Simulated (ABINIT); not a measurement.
**Quasiparticle gap of PtS2 (P-3m1) in ABINIT**

Wanted: ground state, empty states, screening and self-energy for PtS2 (P-3m1).

Main program and level: ABINIT 10.8.3; LDA and many-body steps on it, plane waves.

### Step 1. Starting point

Symmetry: P-3m1, No. 164, trigonal system. Conventional cell: a = 3.549 Å, b = 3.549 Å, c = 5.597 Å, α = 90.00°, β = 90.00°, γ = 120.00°. Nearest to Pt lie 6 S at 2.39 Å. S has 3 Pt at 2.39 Å nearest. Farther neighbours and most contacts between anions are not listed.

Coordinates:

```cif
data_structure
_symmetry_space_group_name_H-M 'P-3m1'
_symmetry_Int_Tables_number 164
_cell_length_a 3.5487
_cell_length_b 3.5487
_cell_length_c 5.5971
_cell_angle_alpha 90.000
_cell_angle_beta 90.000
_cell_angle_gamma 120.000
_cell_volume 61.04
loop_
_atom_site_label
_atom_site_type_symbol
_atom_site_symmetry_multiplicity
_atom_site_Wyckoff_symbol
_atom_site_fract_x
_atom_site_fract_y
_atom_site_fract_z
_atom_site_occupancy
Pt1 Pt 1 a 0.00000 0.00000 0.00000 1
S1 S 2 d 0.66667 0.33333 0.77966 1
```

The cell and positions are those that the Materials Project relaxed with its own functionals (PBE, PBE+U or r2SCAN), kept fixed. Spin-orbit coupling is left out unless a step names it.

### Step 2. Ground state

This step: ABINIT 10.8.3; DFT, LDA, plane waves, norm-conserving pseudopotentials.

The ground-state density comes first.

run.abi

```
acell 3*1.0 Angstrom
rprim 
  3.548742189349 0.000000000014 0.000000000000
  -1.774371094686 3.073300887451 0.000000000000
  0.000000000000 0.000000000000 5.597066540000
ntypat 2
znucl 78 16
natom 3
typat 1 2 2
xred 
  0.000000000000 0.000000000000 0.000000000000
  0.666666666667 0.333333333333 0.779664060000
  0.333333333333 0.666666666667 0.220335940000
pp_dirpath "pseudos"
pseudos "Pt.upf, S.upf"
ecut 34
ngkpt 6 6 4
nshiftk 1
shiftk 0 0 0
kptopt 1
chksymbreak 0
nband 20
occopt 1
tolvrs 1e-10
nstep 60
prtwf 0
optforces 0
optstress 0
indata_prefix "in"
outdata_prefix "out"
tmpdata_prefix "tmp"
```

The run is started by

```
$ OMP_NUM_THREADS=1 mpirun -n 4 abinit run.abi > log
```

Numbers of over 12 decimals in the logs are rounded to 6 here.

The log of the run:

```text
.Version 10.8.3 of ABINIT. v10.8.2 released Aug 2026.

 Symmetries : space group P-3 m 1 (#164); Bravais hP (primitive hexag.)
================================================================================
 Values of the parameters that define the memory need of the present run
     intxc =       0    ionmov =       0      iscf =       7    lmnmax =       8
     lnmax =       8     mgfft =      60  mpssoang =       4    mqgrid =    3001
     natom =       3  nloc_mem =       1    nspden =       1   nspinor =       1
    nsppol =       1      nsym =      12    n1xccc =    2501    ntypat =       2
    occopt =       1   xclevel =       1
-    mband =          20        mffmem =           1         mkmem =           6
       mpw =        3916          nfft =       77760          nkpt =          24
================================================================================
  Rough estimation (10% accuracy) of disk space for files :
================================================================================

--------------------------------------------------------------------------------
------------- Echo of variables that govern the present computation ------------
--------------------------------------------------------------------------------
 -outvars: echo values of preprocessed input variables --------
            acell      1.8897261259E+00  1.8897261259E+00  1.8897261259E+00 Bohr

      chksymbreak           0
             ecut      3.40000000E+01 Hartree
-          fftalg         312

              ixc       -1012
              kpt      0.00000000E+00  0.00000000E+00  0.00000000E+00
                       1.66666667E-01  0.00000000E+00  0.00000000E+00
                       3.33333333E-01  0.00000000E+00  0.00000000E+00
                       5.00000000E-01  0.00000000E+00  0.00000000E+00
                       1.66666667E-01  1.66666667E-01  0.00000000E+00
                       3.33333333E-01  1.66666667E-01  0.00000000E+00
                       3.33333333E-01  3.33333333E-01  0.00000000E+00
                       0.00000000E+00  0.00000000E+00  2.50000000E-01
                       1.66666667E-01  0.00000000E+00  2.50000000E-01
   [... 13 further rows ...]
                       3.33333333E-01  1.66666667E-01  5.00000000E-01
                       3.33333333E-01  3.33333333E-01  5.00000000E-01
         kptrlatt        6    0    0      0    6    0      0    0    4
          kptrlen      4.02369050E+01
P           mkmem           6
            natom           3
            nband          20
            ngfft          36      36      60
             nkpt          24
            nstep          60
             nsym          12
           ntypat           2
              occ      2.000000  2.000000  2.000000  2.000000  2.000000  2.000000
                       2.000000  2.000000  2.000000  2.000000  2.000000  2.000000
                       2.000000  2.000000  2.000000  0.000000  0.000000  0.000000
                       0.000000  0.000000
        optforces           0
        optstress           0
            prtwf           0
            rprim      3.5487421893E+00  1.4000000000E-11  0.0000000000E+00
[...]
spgroup         164

           tolvrs      1.00000000E-10

             xred      0.0000000000E+00  0.0000000000E+00  0.0000000000E+00
[...]
znucl       78.00000   16.00000

================================================================================

 chkinp: Checking input parameters for consistency.

================================================================================
== DATASET  1 ==================================================================
-   mpi_nproc: 4, omp_nthreads: 1 (-1 if OMP is not activated)

--- !DatasetInfo
iteration_state: {dtset: 1, }
dimensions: {natom: 3, nkpt: 24, mband: 20, nsppol: 1, nspinor: 1, nspden: 1, mpw: 3916, }
cutoff_energies: {ecut:  34.0, pawecutdg:  -1.0, }
electrons: {nelect:   3.00000000E+01, charge:   0.00000000E+00, occopt:   1.00000000E+00, tsmear:   1.00000000E-02, }

 Real(R)+Recip(G) space primitive vectors, cartesian coordinates (Bohr,Bohr^-1):
 R(1)=  6.7061508  0.0000000  0.0000000  G(1)=  0.1491168  0.0860926  0.0000000
 R(2)= -3.3530754  5.8076970  0.0000000  G(2)=  0.0000000  0.1721853  0.0000000
 R(3)=  0.0000000  0.0000000 10.5769229  G(3)=  0.0000000  0.0000000  0.0945455
 Unit cell volume ucvol=  4.1194250E+02 bohr^3
 Angles (23,13,12)=  9.00000000E+01  9.00000000E+01  1.20000000E+02 degrees

 getcut: wavevector=  0.0000  0.0000  0.0000  ngfft=  36  36  60
         ecut(hartree)=     34.000   => boxcut(ratio)=   2.04515

--- Pseudopotential description ------------------------------------------------
- Pt Generated using ONCVPSP code by D. R. Hamann
- 78.00000  18.00000  180309                  znucl, zion, pspdat
12 -1012 3 -1 1340                            pspcod,pspxc,lmax,lloc,mmax
     nproj     2     2     2     2
  pspatm : epsatm=   26.53268550
         --- l  ekb(1:nproj) -->
[...]
pspatm: atomic psp has been read  and splines computed

- S Generated using ONCVPSP code by D. R. Hamann
- 16.00000   6.00000  180309                  znucl, zion, pspdat
12 -1012 2 -1 1132                            pspcod,pspxc,lmax,lloc,mmax
     nproj     2     2     2     0
  pspatm : epsatm=    8.64647033
         --- l  ekb(1:nproj) -->
[...]
pspatm: atomic psp has been read  and splines computed

   1.31476878E+03                                ecore*ucvol(ha*bohr**3)
--------------------------------------------------------------------------------

_setup2: Arith. and geom. avg. npw (full set) are    3900.813    3900.803

================================================================================

--- !BeginCycle
iteration_state: {dtset: 1, }
solver: {iscf: 7, nstep: 60, nline: 4, wfoptalg: 0, }
tolerances: {tolvrs: 1.00E-10, }

     iter   Etot(hartree)      deltaE(h)  residm     vres2
 ETOT  1  -152.53789730311    -1.525E+02 1.165E-01 1.309E+03
 ETOT  2  -152.33977972397     1.981E-01 2.173E-02 3.190E+03
 ETOT  3  -152.84349449676    -5.037E-01 4.318E-03 2.374E+01
 ETOT  4  -152.84610768361    -2.613E-03 2.258E-03 4.880E+00
 ETOT  5  -152.84658187148    -4.742E-04 2.902E-04 3.222E-01
 ETOT  6  -152.84663272809    -5.086E-05 3.246E-04 3.125E-02
 ETOT  7  -152.84663584439    -3.116E-06 1.112E-04 2.986E-04
 ETOT  8  -152.84663589331    -4.892E-08 1.773E-04 2.036E-05
 ETOT  9  -152.84663589438    -1.076E-09 5.884E-05 1.200E-06
 ETOT 10  -152.84663589450    -1.107E-10 8.922E-05 1.369E-08
 ETOT 11  -152.84663589450    -5.144E-12 2.970E-05 4.700E-10
 ETOT 12  -152.84663589450     1.194E-12 4.370E-05 5.980E-12

 At SCF step   12       vres2   =  5.98E-12 < tolvrs=  1.00E-10 =>converged.

--- !ResultsGS
iteration_state: {dtset: 1, }
comment   : Summary of ground state results
lattice_vectors:
- [  6.7061508,   0.0000000,   0.0000000, ]
- [ -3.3530754,   5.8076970,   0.0000000, ]
- [  0.0000000,   0.0000000,  10.5769229, ]
lattice_lengths: [   6.70615,    6.70615,   10.57692, ]
lattice_angles: [ 90.000,  90.000, 120.000, ] # degrees, (23, 13, 12)
lattice_volume:   4.1194250E+02
convergence: {deltae:  1.194E-12, res2:  5.980E-12, residm:  4.370E-05, diffor:  0.000E+00, }
etotal    :  -1.52846636E+02
entropy   :   0.00000000E+00
fermie    :   2.13971898E-01
cartesian_stress_tensor: null
pressure_GPa: null
xred      :
- [  0.0000E+00,   0.0000E+00,   0.0000E+00, Pt]
- [  6.6667E-01,   3.3333E-01,   7.7966E-01,  S]
- [  3.3333E-01,   6.6667E-01,   2.2034E-01,  S]
cartesian_forces: null
force_length_stats: {min: null, max: null, mean: null, }

 Integrated electronic density in atomic spheres:
 ------------------------------------------------
 Atom  Sphere_radius  Integrated_density
[...]
2        2.00000          3.85378162
    3        2.00000          3.85378162
================================================================================

 ----iterations are completed or convergence reached----

 Mean square residual over all n,k,spin=   21.475E-08; max=  43.695E-06
 reduced coordinates (array xred) for    3 atoms
       0.000000000000      0.000000000000      0.000000000000
       0.666666666667      0.333333333333      0.779664060000
       0.333333333333      0.666666666667      0.220335940000
 rms dE/dt=  0.0000E+00; max dE/dt=  0.0000E+00; dE/dt below (all hartree)
    1       0.000000000000      0.000000000000      0.000000000000
    2       0.000000000000      0.000000000000      0.000000000000
    3       0.000000000000      0.000000000000      0.000000000000

 cartesian coordinates (angstrom) at end:
    1      0.000000     0.000000     0.000000
    2      1.774371     1.024434     4.363832
    3     -7.67e-12     2.048867     1.233235
 length scales=  1.889726125908  1.889726125908  1.889726125908 bohr
              =  1.000000000000  1.000000000000  1.000000000000 angstroms
 prteigrs : about to open file out_EIG
 Fermi (or HOMO) energy (hartree) =   0.21397   Average Vxc (hartree)=  -0.39266
 Eigenvalues (hartree) for nkpt=  24  k points:
 kpt#   1, nband= 20, wtk=  0.00694, kpt=  0.0000  0.0000  0.0000 (reduced coord)
  -3.43348   -1.74481   -1.74481   -1.74166   -0.32317   -0.23053   -0.01273   -0.01045
  -0.01045    0.08948    0.08948    0.15560    0.18837    0.18837    0.20626    0.31044
   0.31044    0.40366    0.40674    0.51788
 prteigrs : prtvol=0 or 1, do not print more k-points.

--- !EnergyTerms
iteration_state     : {dtset: 1, }
comment             : Components of total free energy in Hartree
kinetic             :  4.48414247928871E+01
hartree             :  5.05942592063731E+01
xc                  : -2.99437439326513E+01
Ewald energy        : -8.17384982136501E+01
psp_core            :  3.19163178528979E+00
local_psp           : -1.50711365124929E+02
non_local_psp       :  1.09196555921807E+01
total_energy        : -1.52846635894500E+02
total_energy_eV     : -4.15916884572405E+03
band_energy         : -1.68494877816575E+01

== END DATASET(S) ==============================================================
================================================================================

 -outvars: echo values of variables after computation  --------
           etotal     -1.5284663589E+02
            nband          20
             nkpt          24
          spgroup         164
 [... the other variables as echoed above ...]

 Calculation completed.
```

Elapsed: 23 s, on 4 MPI ranks of Arm Neoverse V1, shared host; peak memory 0.32 GiB.

This step gave:

* total energy: -4159.1688 eV
* gap: 1.204 eV
* k of the valence top: -0.1667, 0, 0.25
* k of the conduction bottom: -0.3333, 0, 0.25
* least direct gap: 1.546 eV

The gap is indirect, with the least direct gap 0.34 eV higher.

(Part 1 of 3 ends here.)

[Paths, hosts, dates, memory and timing lines, banners, echoed tables and standing remarks are left out of the program output.]

[Logs are printed without paths, hosts, clocks, repeated set-up lines and the standing remarks that a program may print on its own settings, such as how far it seeks lower states.]

[Runs of the session that timed out or met a known fault of the program may be left out.]

[Hosts, paths, dates, database ids (printed as entryN), source tags and the programs' standing remarks are cut or masked in the printed files.]

[G0W0 gaps are taken among the corrected bands and points alone; a level outside them can change the order at an edge.]

[Where Ansatz stands beside ABINIT at settings called matched, ABINIT's density can come from a denser mesh and the files from another edition; pairs whose starting gaps differed by over 0.03 eV were left out, so agreement reads better than it is.]
